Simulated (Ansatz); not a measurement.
# How many bands does the GW gap of Ga2S3 (Imm2) need?, part 2 of 2

Aim: see how the G0W0 gap of Ga2S3 (Imm2) on LDA moves with empty bands and screening cutoff, and what each rung costs.

Ansatz 0.2.0; G0W0 on LDA, plane waves, PAW; PAW set soft_1. Known limits of the many-body steps: not at the basis limit; no spin-orbit coupling.

So far. Step 2 (142 empty bands, screening to 69 eV): The gap on the mesh goes from 1.25 eV to 2.63 eV, a correction of +1.38 eV. Between the two edge states, bare exchange in place of the xc potential would open the gap by 7.38 eV, and correlation takes back 6.00 eV. Step 3 (402 empty bands, screening to 138 eV): Against the run with 6×6×6 mesh, 142 empty bands, screening to 69 eV, PAW set soft_1 files, the gap moves by +0.018 eV.

## 4. 866 empty bands, screening to 230 eV

input.yaml reads:

```yaml
crystal:
  lattice:
    - [-1.83633776, 5.57061928, 2.67305246]
    - [1.83633776, -5.57061928, 2.67305246]
    - [1.83633776, 5.57061928, -2.67305246]
  atoms:
    - { symbol: Ga, position: [0.16642079, 0.00736566, 0.15905513] }
    - { symbol: Ga, position: [0.84831053, 0.00736566, 0.84094487] }
    - { symbol: S, position: [0.90747666, 0.24172383, 0.66575283] }
    - { symbol: S, position: [0.575971, 0.24172383, 0.33424717] }
    - { symbol: S, position: [0.25182003, 0.25182003, 0.0] }
kpoints:
  mp_grid: { grid: [6, 6, 6] }
hamiltonian:
  xc: lda
  pseudopotentials: { kind: paw, azcp: { folder: soft_1 }, xc_functional: pbe }
scf:
  occupations: { method: fixed }
gw:
  n_empty_bands: 866
  ecut_chi: 230.0
  qp_bands: [v2, c2]
  qp_kpoints: band_edges
  screening: { model: contour_deformation }
```

Started as:

```sh
$ ansatz run input.yaml --threads 2 --pin off --max-ram 73728MiB --backend cuda --events-out ev --progress --plain --runs-dir out --devices 1 --max-vram 13GiB
```

Numbers of over 12 decimals in the logs are rounded to 6 here.

Log:

```text
GPUs: using 1 of 1 available (devices: 1).
[...]
GPU FFT provider: cuFFT
GPU libraries: cuBLAS 13.8.2, cuFFT 12.4.0, cuSOLVER 12.3.4
Crystal: 5 atoms, lattice volume = 109.376 Å³
Basis set: ecut = 420 eV, 2133 PW (Γ)
Bands: 27, of which v1, the nominal top of the filled ones, is band 22 counted from 1 (21 counted from 0)
Symmetry: 4 space group operations
[...]
k-points: 46 of 216 (time reversal used)
[...]
3    24      7.8377    -9.0993    -4.1807   -13.8682  0.7829     8.4304     8.4259  root
[...]
45    21      3.5472   -19.1457     1.7329   -16.6282  0.7571     2.7531     2.7626  root
    45    22      5.5068   -18.7659     2.0328   -15.8492  0.7430     4.6082     4.6229  root
    45    23      7.5065    -7.3513    -4.0777   -11.9036  0.7972     7.9839     7.9812  root
    45    24      7.7469   -10.6517    -4.4071   -15.6561  0.7742     8.3492     8.3443  root
[key lines of the parts left out:]
SCF converged after 9 iterations
Free energy (F): -10025.847367 eV
Fermi energy:    5.506787 eV
```

Run time: 12 min. Hardware: 1 × NVIDIA H100 80GB HBM3 (shared by 6 runs) with 2 threads of AMD EPYC 7R13 (Zen 3), shared host; peak memory 7.6 GiB.

Numbers from this step:

```
bands summed                                 : 888
RPA ε∞ on this mesh (eigenvalues)            : 5.777, 6.063, 6.362
plane waves in the screening matrix          : 855
G0W0 gap on the mesh                         : 2.640 eV
k of the valence top                         : -0.5, -0.5, -0.5
k of the conduction bottom                   : 0, 0, 0
starting gap on the mesh                     : 1.250 eV
least direct G0W0 gap on the computed points : 2.757 eV
```

Against the run with 6×6×6 mesh, 402 empty bands, screening to 138 eV, PAW set soft_1 files, the gap moves by −0.010 eV.

## 5. Changing the k mesh: 4×4×4 mesh, 402 empty bands, screening to 138 eV, PAW set soft_1 files

Only the mesh changes. It samples the long-range screening, which converges on its own terms. Bands and cutoff differ from the step before, so it is read against an earlier run that matches them.

input.yaml, as its differences from that of step 4:

```diff
@@ -12,3 +12,3 @@
 kpoints:
-  mp_grid: { grid: [6, 6, 6] }
+  mp_grid: { grid: [4, 4, 4] }
 hamiltonian:
@@ -19,4 +19,4 @@
 gw:
-  n_empty_bands: 866
-  ecut_chi: 230.0
+  n_empty_bands: 402
+  ecut_chi: 138
   qp_bands: [v2, c2]
```

Log:

```text
GPUs: using 1 of 1 available (devices: 1).
[...]
GPU FFT provider: cuFFT
GPU libraries: cuBLAS 13.8.2, cuFFT 12.4.0, cuSOLVER 12.3.4
Crystal: 5 atoms, lattice volume = 109.376 Å³
Basis set: ecut = 420 eV, 2133 PW (Γ)
Bands: 27, of which v1, the nominal top of the filled ones, is band 22 counted from 1 (21 counted from 0)
Symmetry: 4 space group operations
[...]
k-points: 18 of 64 (time reversal used)
[...]
2    24      7.8402    -9.0843    -4.0733   -13.8655  0.7808     8.5563     8.5481  root
[...]
17    21      3.5553   -19.2705     1.9994   -16.6294  0.7545     2.9062     2.9137  root
    17    22      5.5098   -18.8299     2.2489   -15.8507  0.7412     4.7683     4.7796  root
    17    23      7.5066    -7.2647    -4.0784   -11.8986  0.7931     8.0671     8.0622  root
    17    24      7.7481   -10.5675    -4.3258   -15.6530  0.7709     8.5180     8.5076  root
[key lines of the parts left out:]
SCF converged after 9 iterations
Free energy (F): -10025.817659 eV
Fermi energy:    5.509839 eV
```

Elapsed: 35 s, on 1 × NVIDIA H100 80GB HBM3 (shared by 6 runs) with 2 threads; peak memory 1.8 GiB; 47 s of CPU time.

Numbers from this step:

```yaml
bands_summed: 424
rpa_eps_infinity_on_this_mesh_eigenvalues: 5.931, 6.170, 7.271
plane_waves_in_the_screening_matrix: 409
g0w0_gap_on_the_mesh: 2.640 eV
k_of_the_valence_top: -0.5, -0.5, -0.5
k_of_the_conduction_bottom: 0, 0, 0
starting_gap_on_the_mesh: 1.249 eV
least_direct_g0w0_gap_on_the_computed_points: 2.762 eV
```

Against the run with 6×6×6 mesh, 402 empty bands, screening to 138 eV, PAW set soft_1 files, the gap moves by −0.009 eV.

## 6. Convergence and cost

Times are wall times on 1 × NVIDIA H100 80GB HBM3 (shared by 6 runs) with 2 threads of AMD EPYC 7R13 (Zen 3), shared host, good to a factor of about two.

| mesh | files | frequency | bands summed | cutoff (eV) | start (eV) | G0W0 (eV) | time | host memory (GiB) |
| --- | --- | --- | --- | --- | --- | --- | --- | --- |
| 6×6×6 | PAW set soft_1 | contour deformation | 164 | 69 | 1.250 | 2.632 | 94 s | 1.5 |
| 6×6×6 | PAW set soft_1 | contour deformation | 424 | 138 | 1.250 | 2.650 | 3.3 min | 3.0 |
| 6×6×6 | PAW set soft_1 | contour deformation | 888 | 230 | 1.250 | 2.640 | 12 min | 7.6 |
| 4×4×4 | PAW set soft_1 | contour deformation | 424 | 138 | 1.249 | 2.640 | 35 s | 1.8 |

The parts of the quasiparticle energy at the two band edges (eV; QP = start + Σx + Σc − Vxc):

| run | edge | start | Σx | Σc | Vxc | Z | QP |
| --- | --- | --- | --- | --- | --- | --- | --- |
| 164 bands | valence top | 5.51 | -18.77 | 2.51 | -15.85 | 0.75 | 5.10 |
| 164 bands | conduction bottom | 6.76 | -10.34 | -3.49 | -14.81 | 0.79 | 7.73 |
| 424 bands | valence top | 5.51 | -18.77 | 2.18 | -15.85 | 0.74 | 4.77 |
| 424 bands | conduction bottom | 6.76 | -10.34 | -3.80 | -14.81 | 0.79 | 7.42 |
| 888 bands | valence top | 5.51 | -18.77 | 2.03 | -15.85 | 0.74 | 4.62 |
| 888 bands | conduction bottom | 6.76 | -10.34 | -3.96 | -14.81 | 0.79 | 7.26 |

## 7. Results

```yaml
164_bands_69_ev: 2.632 eV
424_bands_138_ev: 2.650 eV
888_bands_230_ev: 2.640 eV
mesh_and_start: 6×6×6, LDA
```

From 164 to 888 bands the gap moves by +0.01 eV while the time grows 7.7-fold. Σc changes by −0.48 eV at the valence top and −0.47 eV at the conduction bottom, so the levels themselves move more than the gap between them. The gap turns back along the series, so no limit is drawn from it. On the 4×4×4 mesh in place of 6×6×6 the gap differs by −0.01 eV, of which −0.001 eV is already in the start. The many-body steps are scalar-relativistic: spin-orbit coupling is not in them.

[Paths, hosts, dates, memory and timing lines, banners, echoed tables and standing remarks are left out of the program output.]

[Logs are printed without paths, hosts, clocks, repeated set-up lines and the standing remarks that a program may print on its own settings, such as how far it seeks lower states.]

[Runs of the session that timed out or met a known fault of the program may be left out.]

[Cells called generated may have been cut or substituted from an entry of the Crystallography Open Database or the Materials Project.]

[Hosts, paths, dates, database ids (printed as entryN), source tags and the programs' standing remarks are cut or masked in the printed files.]
